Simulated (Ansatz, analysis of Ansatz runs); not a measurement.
# MgH2 (P4_2/mnm), nudged elastic band: V_Mg hop (3.5 Å) (q = −2)

Aim: the barrier of one jump in MgH2 (P4_2/mnm) at charge −2: V_Mg hop (3.5 Å). The model is a cell of 72 host atoms with 1 Mg taken out; Mg is the atom that moves.

Main program and level: Ansatz 0.2.0; plane-wave PAW DFT, r2SCAN; nudged elastic band between two relaxed defect structures at fixed charge in a uniform background.

## (1) Starting point

The cell holds 71 atoms: 23 Mg and 48 H. Cell: a = 8.970 Å, b = 8.970 Å, c = 8.990 Å, α = 90.0°, β = 90.0°, γ = 90.0°. It derives from MgH2 (space group P4_2/mnm). Nearest the centre at fractional (0.625, 0.625, 0.583): H70 at 0.83 Å, Mg61 at 1.75 Å, H48 at 2.15 Å, H28 at 2.15 Å, H65 at 2.27 Å, H66 at 2.61 Å, H64 at 2.61 Å, Mg67 at 2.75 Å. The cell carries charge −2.

The cell's shortest repeat is 9.0 Å.

## (2) Relaxation of the start point, charge −2

A barrier is counted from a minimum, so both ends are relaxed first. Small random displacements break the symmetry of the ideal sites, so that the defect can distort if it gains by it. The charge of −2 is set by the electron count, and a uniform background keeps the cell neutral.

File qm2.start/input.yaml:

```yaml
crystal:
  lattice:
    - [8.97000988, 0.0, 0.0]
    - [0.0, 8.97000988, 0.0]
    - [0.0, 0.0, 8.98962369]
  atoms:
    - { symbol: Mg, position: [0.25, 0.25, 0.16666667] }
    - { symbol: Mg, position: [0.0, 0.0, 0.0] }
    - { symbol: H, position: [0.34769609, 0.34769609, 0.0] }
    - { symbol: H, position: [0.40230391, 0.09769609, 0.16666667] }
    - { symbol: H, position: [0.15230391, 0.15230391, 0.0] }
    - { symbol: H, position: [0.09769609, 0.40230391, 0.16666667] }
    - { symbol: Mg, position: [0.25, 0.25, 0.5] }
    - { symbol: Mg, position: [0.0, 0.0, 0.33333333] }
    - { symbol: H, position: [0.34769609, 0.34769609, 0.33333333] }
    - { symbol: H, position: [0.40230391, 0.09769609, 0.5] }
    - { symbol: H, position: [0.15230391, 0.15230391, 0.33333333] }
    - { symbol: H, position: [0.09769609, 0.40230391, 0.5] }
    - { symbol: Mg, position: [0.25, 0.25, 0.83333333] }
    - { symbol: Mg, position: [0.0, 0.0, 0.66666667] }
    - { symbol: H, position: [0.34769609, 0.34769609, 0.66666667] }
    - { symbol: H, position: [0.40230391, 0.09769609, 0.83333333] }
    - { symbol: H, position: [0.15230391, 0.15230391, 0.66666667] }
    - { symbol: H, position: [0.09769609, 0.40230391, 0.83333333] }
    - { symbol: Mg, position: [0.25, 0.75, 0.16666667] }
    - { symbol: Mg, position: [0.0, 0.5, 0.0] }
    - { symbol: H, position: [0.34769609, 0.84769609, 0.0] }
    - { symbol: H, position: [0.40230391, 0.59769609, 0.16666667] }
    - { symbol: H, position: [0.15230391, 0.65230391, 0.0] }
    - { symbol: H, position: [0.09769609, 0.90230391, 0.16666667] }
    - { symbol: Mg, position: [0.25, 0.75, 0.5] }
    - { symbol: Mg, position: [0.0, 0.5, 0.33333333] }
    - { symbol: H, position: [0.34769609, 0.84769609, 0.33333333] }
    - { symbol: H, position: [0.40230391, 0.59769609, 0.5] }
    - { symbol: H, position: [0.15230391, 0.65230391, 0.33333333] }
    - { symbol: H, position: [0.09769609, 0.90230391, 0.5] }
    - { symbol: Mg, position: [0.25, 0.75, 0.83333333] }
    - { symbol: Mg, position: [0.0, 0.5, 0.66666667] }
    - { symbol: H, position: [0.34769609, 0.84769609, 0.66666667] }
    - { symbol: H, position: [0.40230391, 0.59769609, 0.83333333] }
    - { symbol: H, position: [0.15230391, 0.65230391, 0.66666667] }
    - { symbol: H, position: [0.09769609, 0.90230391, 0.83333333] }
    - { symbol: Mg, position: [0.75, 0.25, 0.16666667] }
    - { symbol: Mg, position: [0.5, 0.0, 0.0] }
    - { symbol: H, position: [0.84769609, 0.34769609, 0.0] }
    - { symbol: H, position: [0.90230391, 0.09769609, 0.16666667] }
    - { symbol: H, position: [0.65230391, 0.15230391, 0.0] }
    - { symbol: H, position: [0.59769609, 0.40230391, 0.16666667] }
    - { symbol: Mg, position: [0.75, 0.25, 0.5] }
    - { symbol: Mg, position: [0.5, 0.0, 0.33333333] }
    - { symbol: H, position: [0.84769609, 0.34769609, 0.33333333] }
    - { symbol: H, position: [0.90230391, 0.09769609, 0.5] }
    - { symbol: H, position: [0.65230391, 0.15230391, 0.33333333] }
    - { symbol: H, position: [0.59769609, 0.40230391, 0.5] }
    - { symbol: Mg, position: [0.75, 0.25, 0.83333333] }
    - { symbol: Mg, position: [0.5, 0.0, 0.66666667] }
    - { symbol: H, position: [0.84769609, 0.34769609, 0.66666667] }
    - { symbol: H, position: [0.90230391, 0.09769609, 0.83333333] }
    - { symbol: H, position: [0.65230391, 0.15230391, 0.66666667] }
    - { symbol: H, position: [0.59769609, 0.40230391, 0.83333333] }
    - { symbol: Mg, position: [0.75, 0.75, 0.16666667] }
    - { symbol: Mg, position: [0.5, 0.5, 0.0] }
    - { symbol: H, position: [0.84769609, 0.84769609, 0.0] }
    - { symbol: H, position: [0.90230391, 0.59769609, 0.16666667] }
    - { symbol: H, position: [0.65230391, 0.65230391, 0.0] }
    - { symbol: H, position: [0.59769609, 0.90230391, 0.16666667] }
    - { symbol: Mg, position: [0.75, 0.75, 0.5] }
    - { symbol: Mg, position: [0.5, 0.5, 0.33333333] }
    - { symbol: H, position: [0.84769609, 0.84769609, 0.33333333] }
    - { symbol: H, position: [0.90230391, 0.59769609, 0.5] }
    - { symbol: H, position: [0.65230391, 0.65230391, 0.33333333] }
    - { symbol: H, position: [0.59769609, 0.90230391, 0.5] }
    - { symbol: Mg, position: [0.75, 0.75, 0.83333333] }
    - { symbol: H, position: [0.84769609, 0.84769609, 0.66666667] }
    - { symbol: H, position: [0.90230391, 0.59769609, 0.83333333] }
    - { symbol: H, position: [0.65230391, 0.65230391, 0.66666667] }
    - { symbol: H, position: [0.59769609, 0.90230391, 0.83333333] }
total_charge: -2
basis:
  ecutwfc: 500
  xc_grid: 2
hamiltonian:
  xc: r2scan
kpoints:
  mp_grid: { grid: [1, 1, 1], shift: [0.25, 0.25, 0.25] }
scf:
  occupations: { method: fixed }
  max_iter: 150
output:
  forces: true
relax:
  f_tol: 0.02
  max_steps: 70
  random_displacement: { amplitude: 0.03, seed: 3573 }
```

Started as:

```
ansatz run input.yaml --threads 8 --pin off --max-ram 14131MiB --backend cpu --events-out ev --progress --plain --runs-dir out
```

Numbers of over 12 decimals in the logs are rounded to 6 here.

What it wrote:

```text
[... repeated set-up lines and file paths are left out, and long positions are rounded to six places ...]
The last accepted step is kept in <dir> (removed where the run ends without a failure and the disk answers)
Engine: ansatz 0.2.0, aarch64-unknown-linux-gnu
Pseudopotentials: kind: paw
Pseudopotential: Mg, paw, valence charge 10, recommended cutoff 500 eV (meta_gga), Mg.paw.azcp
Pseudopotential: H, paw, valence charge 1, recommended cutoff 500 eV (meta_gga), H.paw.azcp
Functional definition: r2SCAN
  parameter k0 = 0.174
  parameter k1 = 0.065
  parameter a1 = 4.9479
  exchange = r2scan_x(k0 = k0, k1 = k1, a1 = a1)
  correlation = r2scan_c
Crystal: 71 atoms, lattice volume = 723.315 Å³
Basis set: ecut = 500 eV, 18333 PW (Γ), exchange–correlation on 144×144×144 points (8 copies of the dense FFT grid, shifted against one another)
Bands: 211, of which v1, the nominal top of the filled ones, is band 140 counted from 1 (139 counted from 0)
Symmetry: 1 space group operations
k-points: 1
Non-local potential: Mg, projectors of the file, l = 0: 3, l = 1: 2, l = 2: 1
Non-local potential: H, projectors of the file, l = 0: 2, l = 1: 1
PAW form: soft (Blöchl's): semilocal exchange-correlation on the pseudo side does not see the compensation charge
PAW frozen core: Mg, regenerated for the run's functional (the file was generated under x = pbe(κ = 0.804, μ = 0.219515), c = pbe(β = 0.066725))
PAW one-centre angular grid: Mg, 302 points (default); XC on 224 Gauss nodes
PAW one-centre angular grid: H, 302 points (default); XC on 160 Gauss nodes
Initial density: superposition of atomic densities (neutral atoms scaled as one to the charged cell's electrons: chi_scale 0, normalization atom), corrected by the library's trained network
Initial wavefunctions: pseudopotential atomic-orbital guess
Functional: x = r2scan, c = r2scan; τ floored in thin density (d = 2e-4 eV/Å³)
SCF iter   1: F=—  HF=-45080.235423 eV  |F-HF|=—  |Δ(HF+E_count)|=         —  Δρ=1.29e-2  dr2=1.66e0  dr2_τ=1.28e-1  ethr=1.77e-3  ⟨swp⟩=5.0  Hψ=596  notcnv=0  defer=69
preconditioner: auto → Resta (q_TF=auto, 2.329 Å⁻¹)  ε∞=2.4  [insulator: Δε(μ)=3.898 eV  Ē_g=11.585 eV  n_scr=170 (ndim 8)  ℏωp=13.5 eV  f_vac=0.002  ε∞_Penn≈2.4]
SCF iter   2: F=—  HF=-45080.253959 eV  |F-HF|=—  |Δ(HF+E_count)|=   1.85e-2  Δρ=6.68e-3  dr2=4.64e-1  dr2_τ=2.17e-3  ethr=5.93e-4  ⟨swp⟩=2.0  Hψ=264  notcnv=0  defer=67
SCF iter   3: F=—  HF=-45080.134502 eV  |F-HF|=—  |Δ(HF+E_count)|=   1.19e-1  Δρ=1.33e-3  dr2=1.08e-2  dr2_τ=2.66e-4  ethr=1.66e-4  ⟨swp⟩=3.0  Hψ=335  notcnv=0  defer=37
automatic band count: iteration 3 solves 179 bands in place of 211: the levels show a gap, and the empty bands left out lie too high to hold charge; the band table lists the bands solved (type scf.n_extra_bands for more)
SCF iter   4: F=—  HF=-45080.138124 eV  |F-HF|=—  |Δ(HF+E_count)|=   3.62e-3  Δρ=2.47e-4  dr2=5.79e-4  dr2_τ=1.44e-5  ethr=3.84e-6  ⟨swp⟩=2.0  Hψ=214  notcnv=0  defer=37
SCF iter   5: F=—  HF=-45080.138429 eV  |F-HF|=—  |Δ(HF+E_count)|=   3.04e-4  Δρ=4.78e-5  dr2=2.13e-5  dr2_τ=3.12e-7  ethr=2.07e-7  ⟨swp⟩=2.0  Hψ=188  notcnv=0  defer=37
SCF iter   6: F=-45080.138442 eV  HF=-45080.138441 eV  |F-HF|=2.68e-7  |Δ(HF+E_count)|=   1.29e-5  Δρ=9.06e-6  dr2=4.66e-7  dr2_τ=1.09e-8  ethr=3.57e-9  ⟨swp⟩=4.0  Hψ=511  notcnv=0
SCF 1 converged in 6 iterations: F = -45080.138442 eV  dr2 = 4.66e-7
  greatest PAW one-centre occupation: 1.000 electrons in one spin orbital (limit 2), on the Mg atom at site 43 (counted from 0), in its partial waves of l = 0
relax step   1: F+E_penalty+E_count = -45080.13844171 eV  Δ(F+E_penalty+E_count) = +0.000e0 eV  max|allowed force component| = 1.687e0 eV/Å  Δτ_max = 0.0000 Å  (6 SCF iters, dr2 threshold 1.00e-5 eV, accepted)
[... the SCF cycles and remarks between the steps are left out from here to the last step ...]
relax step   2: F+E_penalty+E_count = -45081.08736384 eV  Δ(F+E_penalty+E_count) = -9.489e-1 eV  max|allowed force component| = 5.018e-1 eV/Å  Δτ_max = 0.1946 Å  (6 SCF iters, dr2 threshold 1.00e-4 eV, accepted)
relax step   3: F+E_penalty+E_count = -45081.23743496 eV  Δ(F+E_penalty+E_count) = -1.501e-1 eV  max|allowed force component| = 2.849e-2 eV/Å  Δτ_max = 0.0658 Å  (5 SCF iters, dr2 threshold 1.57e-5 eV, accepted)
SCF iter   1: F=—  HF=-45081.236112 eV  |F-HF|=—  |Δ(HF+E_count)|=         —  Δρ=5.30e-4  dr2=1.47e-3  dr2_τ=1.40e-3  ethr=5.73e-6  ⟨swp⟩=3.0  Hψ=324  notcnv=0  defer=37
automatic band count: iteration 1 solves 179 bands in place of 211: the levels show a gap, and the empty bands left out lie too high to hold charge; the band table lists the bands solved (type scf.n_extra_bands for more)
SCF iter   2: F=—  HF=-45081.238272 eV  |F-HF|=—  |Δ(HF+E_count)|=   2.16e-3  Δρ=2.90e-4  dr2=5.10e-4  dr2_τ=4.41e-6  ethr=5.26e-7  ⟨swp⟩=2.0  Hψ=315  notcnv=0  defer=37
SCF iter   3: F=—  HF=-45081.238237 eV  |F-HF|=—  |Δ(HF+E_count)|=   3.49e-5  Δρ=2.36e-5  dr2=4.24e-6  dr2_τ=2.19e-7  ethr=1.82e-7  ⟨swp⟩=2.0  Hψ=220  notcnv=0  defer=35
SCF iter   4: F=—  HF=-45081.238493 eV  |F-HF|=—  |Δ(HF+E_count)|=   2.56e-4  Δρ=9.18e-6  dr2=6.62e-7  dr2_τ=1.22e-8  ethr=1.52e-9  ⟨swp⟩=2.0  Hψ=222  notcnv=0  defer=35
SCF iter   5: F=-45081.238493 eV  HF=-45081.238493 eV  |F-HF|=2.32e-8  |Δ(HF+E_count)|=   5.18e-7  Δρ=2.10e-6  dr2=3.47e-8  dr2_τ=5.12e-10  ethr=3.57e-11  ⟨swp⟩=2.0  Hψ=515  notcnv=0
SCF 4 converged in 5 iterations: F = -45081.238493 eV  dr2 = 3.47e-8
relax step   4: F+E_penalty+E_count = -45081.23849315 eV  Δ(F+E_penalty+E_count) = -1.058e-3 eV  max|allowed force component| = 5.457e-3 eV/Å  Δτ_max = 0.0077 Å  (5 SCF iters, accepted)
SCF converged after 5 iterations
the last check of whether an eigenvalue changes by more than its tolerance under the output density was not made (final_scf_spared)
Free energy (F): -45081.238493 eV
Harris-Foulkes:  -45081.238493 eV  (|F-HF|=2.32e-8)
Internal energy: -45081.238493 eV  (E = F + TS)
E sigma→0 (E₀):  -45081.238493 eV
Fermi energy:    1.640660 eV
--- Per-component energies (eV) ---
  E_band       = -9057.123492
  E_kinetic    = 2440.264439
  E_local      = -40353.539281  (includes V_loc(G=0)·N_el)
  E_nonlocal   = 2269.000224
  E_hartree    = 14539.825536
  E_xc         = -1095.203821
  E_vxc        = -1554.366504  (∫ρ·V_xc dr)
  E_paw        = -6835.957498  (= ΣΔE_a)
  E_vpaw       = -1022.020810  (= ΣTr[D̂ρ^β])
  E_aug_tail   = -0.022549  (compensation charges beyond the density's cutoff)
  E_vtau       = 83.911474  (kinetic-family band-sum trace: ∫τ·v_τ [+ j·A + Jᵃ·Aᵃ] dr)
  E_ewald      = -16045.002754
  E_core_change = -0.602788  (= ΣΔE_core)
  E_smearing   = -0.000000  (= −TS)
  E_closure    = 0.000000  (closes the sum)
  E_deformation_potential = -19.612567  (in the stress; not in F)
  Σ components = -45081.238493   (vs F -45081.238493, Δ=0.00e0)
--- Forces (eV/Å), atoms counted from 1 ---
  atom   1  Mg    -0.00009272    -0.00021302     0.00053961
  atom   2  Mg     0.00017426    -0.00079980    -0.00092421
  [... 25 atoms left out ...]
  atom  28  H     -0.00309329     0.00118292     0.00045881
  [... 19 atoms left out ...]
  atom  48  H      0.00179174    -0.00385729     0.00099097
  [... 12 atoms left out ...]
  atom  61  Mg    -0.00000821     0.00043318    -0.00120523
  atom  62  Mg    -0.00027404     0.00050828    -0.00281468
  [... 1 atom left out ...]
  atom  64  H      0.00039220    -0.00001543     0.00050246
  atom  65  H      0.00088659     0.00110876     0.00040164
  atom  66  H     -0.00037078     0.00060835     0.00067214
  atom  67  Mg     0.00057387     0.00047683     0.00167138
  atom  68  H      0.00122277     0.00135518     0.00001764
  [... 1 atom left out ...]
  atom  70  H     -0.00043704    -0.00035040     0.00044362
  [... 1 atom left out ...]
  max |Σ_I F_I| component: 3.91e-3 eV/Å
--- Relaxed structure (4 steps of the walk, 4 accepted, 0 SCFs on fresh bases) ---
  F+E_penalty+E_count = -45081.23849315 eV   max|allowed force component| = 5.457e-3 eV/Å
  atoms:
    - { symbol: Mg, position: [0.249912, 0.250340, 0.166909] }
    - { symbol: Mg, position: [-5.569910942604046e-5, 0.000433, -0.000300] }
    [... 25 atoms left out ...]
    - { symbol: H, position: [0.394043, 0.606819, 0.479994] }
    [... 19 atoms left out ...]
    - { symbol: H, position: [0.606412, 0.394609, 0.480001] }
    [... 12 atoms left out ...]
    - { symbol: Mg, position: [0.743914, 0.744321, 0.503827] }
    - { symbol: Mg, position: [0.499968, 0.500434, 0.343149] }
    [... 1 atom left out ...]
    - { symbol: H, position: [0.903020, 0.597038, 0.498710] }
    - { symbol: H, position: [0.654436, 0.654913, 0.330334] }
    - { symbol: H, position: [0.596650, 0.903472, 0.498707] }
    - { symbol: Mg, position: [0.743926, 0.744364, 0.829797] }
    - { symbol: H, position: [0.850787, 0.851219, 0.667101] }
    [... 1 atom left out ...]
    - { symbol: H, position: [0.657114, 0.657585, 0.666751] }
    [... 1 atom left out ...]
```

Wall time 17 s (8 threads of Arm Neoverse V2, shared host); peak memory 1.4 GiB; 2 min of CPU time.

The steps of the relaxation:

```
step  energy less that of the first step (eV)  largest force component (eV/Å)
   1                                   0.0000                          1.6872
   2                                  -0.9489                          0.5018
   3                                  -1.0990                          0.0285
   4                                  -1.1001                          0.0055
```

The atoms that moved most (Å, from the sites as typed, ahead of the random displacement, the mean shift of all atoms taken out):

```
atom      dx      dy      dz  length
 H34  -0.078   0.074   0.182   0.212
 H54   0.075  -0.077   0.182   0.211
 H28  -0.074   0.078  -0.182   0.211
 H48   0.079  -0.073  -0.182   0.211
 H23  -0.076   0.056   0.029   0.099
 H45   0.076  -0.056  -0.029   0.099
 H39   0.076  -0.056   0.031   0.099
 H29  -0.075   0.056  -0.031   0.099
```

Neighbours of Mg61 at the end:

```
atom  distance (Å)
 H70         1.832
 H65         1.929
 H64         1.945
 H66         1.946
 H68         1.998
 H63         2.005
Mg67         2.930
Mg55         3.030
```

This step gave:

| Property | Result |
| --- | --- |
| free energy | -45081.2385 eV |
| r.m.s. move of the farther half of the atoms | 0.04779 Å |
| largest move from the ideal geometry of this structure, a common shift of the far atoms taken out | 0.2227 Å |

The relaxation gained 1.100 eV and ended with a largest force component of 0.0055 eV/Å.

## (3) Relaxation of the end point, charge −2

The end point is relaxed in the same cell and settings, so that the two energies compare. Atoms more than 3.2 Å from the middle of the hop start where the first relaxation left them, the nearer ones on or close to their ideal places, with small random displacements.

File qm2.end/input.yaml:

```yaml
crystal:
  lattice:
    - [8.97000988, 0.0, 0.0]
    - [0.0, 8.97000988, 0.0]
    - [0.0, 0.0, 8.98962369]
  atoms:
    - { symbol: Mg, position: [0.24981588, 0.24978213, 0.1664573] }
    - { symbol: Mg, position: [-0.00015162, -0.00012521, -0.00075239] }
[... 25 atom lines left out ...]
    - { symbol: H, position: [0.40230391, 0.59769609, 0.5] }
[... 5 atom lines left out ...]
    - { symbol: H, position: [0.40230391, 0.59769609, 0.83333333] }
[... 13 atom lines left out ...]
    - { symbol: H, position: [0.59769609, 0.40230391, 0.5] }
[... 5 atom lines left out ...]
    - { symbol: H, position: [0.59769609, 0.40230391, 0.83333333] }
[... 6 atom lines left out ...]
    - { symbol: Mg, position: [0.5, 0.5, 0.666667] }
    - { symbol: Mg, position: [0.5, 0.5, 0.33333333] }
[... 1 atom line left out ...]
    - { symbol: H, position: [0.90230391, 0.59769609, 0.5] }
    - { symbol: H, position: [0.65230391, 0.65230391, 0.33333333] }
    - { symbol: H, position: [0.59769609, 0.90230391, 0.5] }
    - { symbol: Mg, position: [0.75, 0.75, 0.83333333] }
    - { symbol: H, position: [0.84769609, 0.84769609, 0.66666667] }
[... 1 atom line left out ...]
    - { symbol: H, position: [0.65230391, 0.65230391, 0.66666667] }
    - { symbol: H, position: [0.59654252, 0.90293269, 0.83461884] }
total_charge: -2
basis:
  ecutwfc: 500
  xc_grid: 2
hamiltonian:
  xc: r2scan
kpoints:
  mp_grid: { grid: [1, 1, 1], shift: [0.25, 0.25, 0.25] }
scf:
  occupations: { method: fixed }
  max_iter: 150
output:
  forces: true
relax:
  f_tol: 0.02
  max_steps: 70
  random_displacement: { amplitude: 0.01, seed: 3573 }
```

What it wrote:

```text
[...]
Crystal: 71 atoms, lattice volume = 723.315 Å³
Basis set: ecut = 500 eV, 18333 PW (Γ), exchange–correlation on 144×144×144 points (8 copies of the dense FFT grid, shifted against one another)
Bands: 211, of which v1, the nominal top of the filled ones, is band 140 counted from 1 (139 counted from 0)
Symmetry: 1 space group operations
k-points: 1
[...]
SCF iter   1: F=—  HF=-45080.079357 eV  |F-HF|=—  |Δ(HF+E_count)|=         —  Δρ=1.28e-2  dr2=1.63e0  dr2_τ=1.28e-1  ethr=1.77e-3  ⟨swp⟩=5.0  Hψ=602  notcnv=0  defer=69
[...]
SCF iter   6: F=-45079.991102 eV  HF=-45079.991102 eV  |F-HF|=3.64e-7  |Δ(HF+E_count)|=   1.34e-5  Δρ=9.48e-6  dr2=5.60e-7  dr2_τ=1.17e-8  ethr=3.57e-9  ⟨swp⟩=4.0  Hψ=511  notcnv=0
SCF 1 converged in 6 iterations: F = -45079.991102 eV  dr2 = 5.60e-7
[...]
[... 1 atom left out ...]
  max |Σ_I F_I| component: 1.13e-3 eV/Å
--- Relaxed structure (4 steps of the walk, 4 accepted, 0 SCFs on fresh bases) ---
  F+E_penalty+E_count = -45081.24510895 eV   max|allowed force component| = 6.325e-3 eV/Å
  atoms:
    - { symbol: Mg, position: [0.249924, 0.250072, 0.167074] }
    - { symbol: Mg, position: [-0.001269, -0.001127, -0.000143] }
    [... 25 atoms left out ...]
    - { symbol: H, position: [0.397169, 0.594137, 0.499798] }
    [... 19 atoms left out ...]
    - { symbol: H, position: [0.593990, 0.397322, 0.499792] }
    [... 12 atoms left out ...]
    - { symbol: Mg, position: [0.502551, 0.502706, 0.667187] }
    - { symbol: Mg, position: [0.502466, 0.502608, 0.332350] }
    [... 1 atom left out ...]
    - { symbol: H, position: [0.907073, 0.592550, 0.499794] }
    - { symbol: H, position: [0.643431, 0.643619, 0.312347] }
    - { symbol: H, position: [0.592420, 0.907224, 0.499802] }
    - { symbol: Mg, position: [0.749830, 0.749987, 0.823717] }
    - { symbol: H, position: [0.856288, 0.856385, 0.687214] }
    [... 1 atom left out ...]
    - { symbol: H, position: [0.643589, 0.643723, 0.686865] }
    [... 1 atom left out ...]
[key lines of the parts left out:]
SCF converged after 5 iterations
Free energy (F): -45081.245109 eV
Fermi energy:    1.678216 eV
```

Elapsed: 16 s, on 8 threads; peak memory 1.4 GiB; 2 min of CPU time.

The steps of the relaxation:

```
step  energy less that of the first step (eV)  largest force component (eV/Å)
   1                                   0.0000                          1.3938
   2                                  -0.9967                          0.5620
   3                                  -1.2524                          0.0322
   4                                  -1.2540                          0.0063
```

The atoms that moved most (Å, from the sites as typed, ahead of the random displacement):

```
atom      dx      dy      dz  length
 H63   0.081   0.081  -0.197   0.228
 H65  -0.079  -0.079  -0.189   0.220
 H68   0.077   0.077   0.184   0.214
 H70  -0.078  -0.078   0.181   0.212
 H39  -0.090   0.068  -0.030   0.117
 H21   0.068  -0.090  -0.030   0.117
 H40   0.047   0.086  -0.030   0.103
 H24   0.086   0.046  -0.030   0.102
```

Neighbours of Mg61 at the end:

```
atom  distance (Å)
 H70         1.798
 H28         1.957
 H48         1.957
 H15         1.959
 H54         1.976
 H34         1.976
Mg56         2.990
Mg62         3.010
```

Numbers from this step:

* free energy: -45081.2451 eV
* r.m.s. move of the farther half of the atoms: 0.03910 Å
* largest move from the ideal geometry of this structure, a common shift of the far atoms taken out: 0.2226 Å

The relaxation gained 1.254 eV and ended with a largest force component of 0.0063 eV/Å. The end lies 0.007 eV below the start.

(Part 1 of 2 ends here.)

[Logs are printed without paths, hosts, clocks, repeated set-up lines and the standing remarks that a program may print on its own settings, such as how far it seeks lower states.]

[Hosts, paths, dates, database ids (printed as entryN), source tags and the programs' standing remarks are cut or masked in the printed files.]
